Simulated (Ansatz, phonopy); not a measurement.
# How KI (Fm-3m) expands on warming, part 4 of 4

Wanted: α(T), C_P(T) and B(T) of KI in the quasi-harmonic approximation.

What experiment has found for this phase:
- volume expansion coefficient 113.7 1e-6/K near room temperature (given in “Descriptors for thermal expansion in solids”, 2017, arXiv:1701.03966)

Ansatz 0.2.0; DFT LDA, scalar-relativistic, plane waves, PAW (the session's first sound run).

So far. Step 9 (Free-energy fit): The fit gives a volume expansion of 122 × 10⁻⁶/K at 300 K, against 122 at 298 K from the study itself, whose static fit uses more cells. Step 10 (Relaxing at another setting): The residual pressure is 0.0039 GPa, small enough for phonons.

**11. The quasi-harmonic study, q-mesh 4×4×4 (run 2)**

Level of this step: DFT PBE, scalar-relativistic, plane waves, PAW (Ansatz).

Thermal expansion follows from how the free energy of the vibrations (and of the electrons in a metal) changes with strain, so the program makes strained cells, their phonons and a fit in one run.

File input.yaml:

```yaml
crystal:
  lattice:
    - [0.0, 3.590709622, 3.590709622]
    - [3.590709622, 0.0, 3.590709622]
    - [3.590709622, 3.590709622, 0.0]
  atoms:
    - { symbol: K, position: [0.0, 0.0, 0.0] }
    - { symbol: I, position: [0.5, 0.5, 0.5] }
kpoints:
  mp_grid: { grid: [8, 8, 8] }
hamiltonian:
  xc: pbe
scf:
  occupations: { method: fixed }
  lower_state_search: "off"
output:
  eigenvalues: true
phonons:
  method: dfpt
  qmesh: [4, 4, 4]
  temperatures: { t_max: 500.0, t_step: 25 }
  thermal_expansion: {}
```

Started as:

```console
$ ansatz run input.yaml --threads 8 --pin off --max-ram 16384MiB --backend cpu --events-out ev --progress --plain --runs-dir out
```

Numbers of over 12 decimals in the logs are rounded to 6 here.

The log of the run:

```text
[...]
Crystal: 2 atoms, lattice volume = 92.591 Å³
Basis set: ecut = 487.2 eV, 2229 PW (Γ), exchange–correlation on 80×80×80 points (8 copies of the dense FFT grid, shifted against one another)
Bands: 17, of which v1, the nominal top of the filled ones, is band 13 counted from 1 (12 counted from 0)
Symmetry: 48 space group operations
[...]
vibrations' free energy: its fit leaves 0.0002 meV an atom at the most
  the electrons' free energy at temperature is not in it: every band gap is over 0.52 eV
  free energies summed between the sampled wave vectors
[...]
band gaps on the cells' k-points are 3.583 to 3.922 eV
[key lines of the parts left out:]
SCF converged after 9 iterations
Free energy (F): -9053.698489 eV
Fermi energy:    1.894933 eV
P = ⅓ Tr σ = 0.0037 GPa (0.037 kbar)
```

It took 22 min on 8 threads of Arm Neoverse V1, shared host; peak memory 2.7 GiB; 2.8 h of CPU time.

Strained cells of the study; zero-point energy where phonons were solved; the pressures are stresses at a fixed cutoff and can carry an offset from the finite basis. Expansion cells, by row:

```csv
cell,|a| (Å),|b| (Å),|c| (Å),V (Å³/atom),E - E_lowest (meV/atom),"pressure, compression positive (GPa)",gap (eV),zero-point energy (meV/atom)
1,5.078,5.078,5.078,46.3,0,0.001,3.856,-
2,5.119,5.119,5.119,47.42,0.83,-0.238,3.805,-
3,5.038,5.038,5.038,45.2,0.921,0.269,3.909,-
4,5.079,5.079,5.079,46.32,0,-0.005,3.855,12.7
5,5.104,5.104,5.104,47.02,0.35,-0.158,3.822,12.36
6,5.117,5.117,5.117,47.36,0.75,-0.227,3.807,12.19
7,5.154,5.154,5.154,48.42,2.904,-0.426,3.761,11.68
8,5.193,5.193,5.193,49.5,6.376,-0.603,3.715,11.18
9,5.231,5.231,5.231,50.61,11.09,-0.762,3.671,10.68
10,5.27,5.27,5.27,51.74,16.95,-0.902,3.628,10.19
11,5.029,5.029,5.029,44.96,1.384,0.334,3.922,-
12,5.054,5.054,5.054,45.64,0.335,0.158,3.888,-
13,5.312,5.312,5.312,52.99,24.52,-1.036,3.583,-
```

Changing the level of theory (LDA → PBE) takes the volume expansion at 298 K from 122 to 195 × 10⁻⁶/K and B_T from 13.1 to 7.79 GPa.

**12. Side by side**

Times are for 8 threads of Arm Neoverse V1, shared host. Results by setting:

```csv
no.,functional,cutoff (eV),k-mesh,q-mesh,method,pressure (GPa),volume expansion coefficient at 298 K (1e-6/K),C_P at 298 K (J/mol-atom/K),isothermal bulk modulus at 298 K (GPa),time,memory (GiB)
1,lda,487.2,8×8×8,1×1×1,dfpt,0,215.5,28.67,11.42,49 s,0.69
2,lda,487.2,8×8×8,4×4×4,dfpt,0,121.6,26.02,13.14,11 min,2.2
3,pbe,487.2,8×8×8,4×4×4,dfpt,0,195.2,27.32,7.789,22 min,2.7
```

The runs together, line volume. Table of expansion coefficient, volume by temperature; values in 1e-6/K:

```csv
temperature (K),"lda, 487.2, 8×8×8, 1×1×1, dfpt, 0","lda, 487.2, 8×8×8, 4×4×4, dfpt, 0","pbe, 487.2, 8×8×8, 4×4×4, dfpt, 0"
0,0,0,0
25,49.9,18.7,42.5
50,108,56.6,99.2
75,134,78.4,125
100,149,90.0,138
125,159,97.1,147
150,167,102,154
175,175,106,161
200,182,110,167
225,190,113,173
250,198,116,180
275,207,119,188
298,216,122,195
300,216,122,196
325,227,125,205
350,240,128,215
375,254,132,227
400,271,135,241
425,292,139,258
450,318,143,279
475,351,147,306
500,396,151,341
```

The runs together, line C_P. Heat capacity, C_P against temperature; values in J/mol-atom/K:

```csv
temperature (K),"lda, 487.2, 8×8×8, 1×1×1, dfpt, 0","lda, 487.2, 8×8×8, 4×4×4, dfpt, 0","pbe, 487.2, 8×8×8, 4×4×4, dfpt, 0"
0,0,0,0
25,8.10,7.74,9.65
50,17.3,16.0,18.3
75,21.4,20.2,21.8
100,23.3,22.2,23.4
125,24.5,23.4,24.3
150,25.3,24.1,25.0
175,25.9,24.6,25.4
200,26.5,25.0,25.8
225,27.0,25.3,26.2
250,27.6,25.6,26.6
275,28.1,25.8,27.0
298,28.7,26.0,27.3
300,28.7,26.0,27.3
325,29.4,26.3,27.8
350,30.1,26.5,28.2
375,31.0,26.7,28.8
400,31.9,27.0,29.4
425,33.1,27.2,30.1
450,34.6,27.5,31.0
475,36.4,27.7,32.1
500,38.9,28.0,33.5
```

**13. Quasi-harmonic fit by phonopy**

This step: DFT PBE, scalar-relativistic, plane waves, PAW (phonopy 4.10.0).

The fit gives a volume expansion of 197 × 10⁻⁶/K at 300 K, against 195 at 298 K from the study itself, whose static fit uses more cells.

**14. Summary of results**

| Quantity | Value |
| --- | --- |
| settings of these figures | PBE, 487.2 eV, k 8×8×8, q 4×4×4 |
| volume expansion coefficient at 298 K | 195.2 1e-6/K |
| C_P at 298 K | 27.32 J/mol-atom/K |
| entropy at 298 K | 57.25 J/mol-atom/K |
| isothermal bulk modulus at 298 K | 7.789 GPa |
| Grüneisen parameter at 298 K | 1.802 |
| volume at 298 K | 48.64 Å³/atom |
| principal linear expansion coefficients at 298 K | 65.07, 65.07, 65.07 1e-6/K |

Near room temperature KI expands by 195 × 10⁻⁶/K in volume by PBE, with C_P = 27.3 J/(mol K) per mole of atoms and B_T = 7.79 GPa. Between 298.15 and 500 K the bulk modulus falls by 38 % and the Grüneisen parameter grows; in this range the quasi-harmonic approximation, which lacks anharmonicity at fixed volume, tends to overshoot. C_P at room temperature is 110 % of the classical 3R an atom; C_V is 99 %, and the rest is expansion work. A measured volume expansion coefficient near room temperature is 113.7 1e-6/K (arXiv:1701.03966); the calculated 195 1e-6/K differs by +72 %. The levels of theory differ by up to 73.6 × 10⁻⁶/K in the volume expansion at 298 K.

[Logs are printed without paths, hosts, clocks, repeated set-up lines and the standing remarks that a program may print on its own settings, such as how far it seeks lower states.]

[Hosts, paths, dates, database ids (printed as entryN), source tags and the programs' standing remarks are cut or masked in the printed files.]

[A step with changed settings may run another functional than the one named; its input shows which.]
